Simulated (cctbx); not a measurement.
## What is wrong with this refinement?

Cell a = 4.2850 Å, b = 4.2850 Å, c = 10.6480 Å, α = 90.00°, β = 90.00°, γ = 90.00°; space group I4/mmm (no. 139). The compound is Be2BiSb2.

Simulated single-crystal data (cctbx): Mo Kα, λ = 0.71073 Å, to d = 0.7 Å, 95 % of the full sphere, strongest reflection 40000 counts, noise from counting, a 2 % proportional error and a noise floor of 4 counts (s.d.); no absorption.

An anisotropic refinement with weights 1/σ² prints:

```text
Rint 0.017, 115 unique reflections to 0.70 A
cycle     R1     wR2    GooF  max shift (A)
   1  0.0210  0.0780   7.709   0.00051
   2  0.0098  0.0325   3.215   0.00000
final R1 0.0098 wR2 0.0325 GooF 3.215  parameters 7  data/parameter 16.4
atom        x        y        z      Ueq    occ   su(xyz)  su(Uiso or U11)
Bi1    0.00000  0.00000  0.00000   0.0134  1.000  0.00000  0.0002
I1     0.50000  0.50000  0.13532   0.0091  1.000  0.00005  0.0002
Be1    0.00000  0.50000  0.25000   0.0260  1.000  0.00000  0.0041
difference map: max 1.08 min -1.16 rms 0.18
Q1    0.0000  0.0000  0.0312    4    1.08  0.33 A from Bi1
Q2    0.0000  0.0000  0.1112    4    0.63  1.18 A from Bi1
Q3    0.0000  0.0000  0.2085    4    0.46  1.66 A from I1
Q4    0.0000  0.1238  0.5000    8    0.37  1.54 A from I1
Q5    0.0000  0.2124  0.3698   16    0.32  0.91 A from I1
Q6    0.0000  0.5000  0.0000    4    0.27  2.14 A from Bi1
```

**Question.** Can this result stand? If not, what is the likely fault?

Mend it. The fault: wrong element: I1 is Sb. Against the right model at the same level, R1 goes from 0.0040 to 0.0098 and GooF from 0.95 to 3.21, the top difference peak, 1.1 e/Å³, lies on Bi1 and a hole of -1.2 e/Å³ opens. I1 has 2 electrons too many and its U swells to shed them, as expected (near an absorption edge f′ can widen the mismatch well beyond the difference in Z).

The compound is Be2BiSb2. The right model at the same level gives:

```text
Rint 0.017, 115 unique reflections to 0.70 A
cycle     R1     wR2    GooF  max shift (A)
   1  0.0121  0.0405   4.006   0.00083
   2  0.0040  0.0096   0.947   0.00000
final R1 0.0040 wR2 0.0096 GooF 0.947  parameters 7  data/parameter 16.4
atom        x        y        z      Ueq    occ   su(xyz)  su(Uiso or U11)
Bi1    0.00000  0.00000  0.00000   0.0141  1.000  0.00000  0.0001
Sb1    0.50000  0.50000  0.13529   0.0077  1.000  0.00001  0.0001
Be1    0.00000  0.50000  0.25000   0.0274  1.000  0.00000  0.0012
difference map: max 0.39 min -0.24 rms 0.07
Q1    0.0000  0.0000  0.1352    4    0.40  1.44 A from Bi1
Q2    0.0000  0.0000  0.2219    4    0.33  1.52 A from Sb1
Q3    0.0000  0.0000  0.5000    2    0.25  1.44 A from Sb1
Q4    0.0000  0.3488  0.0000    8    0.23  1.49 A from Bi1
Q5    0.0000  0.1716  0.0000    8    0.20  0.74 A from Bi1
Q6    0.0000  0.5000  0.1444    8    0.20  1.12 A from Be1
```

The model is made up (kin elements in a known structure type, no relaxation), so it says nothing on whether the phase exists.

[Middle refinement cycles are left out of these outputs.]

[Logs are printed without paths, hosts, clocks, repeated set-up lines and the standing remarks that a program may print on its own settings, such as how far it seeks lower states.]
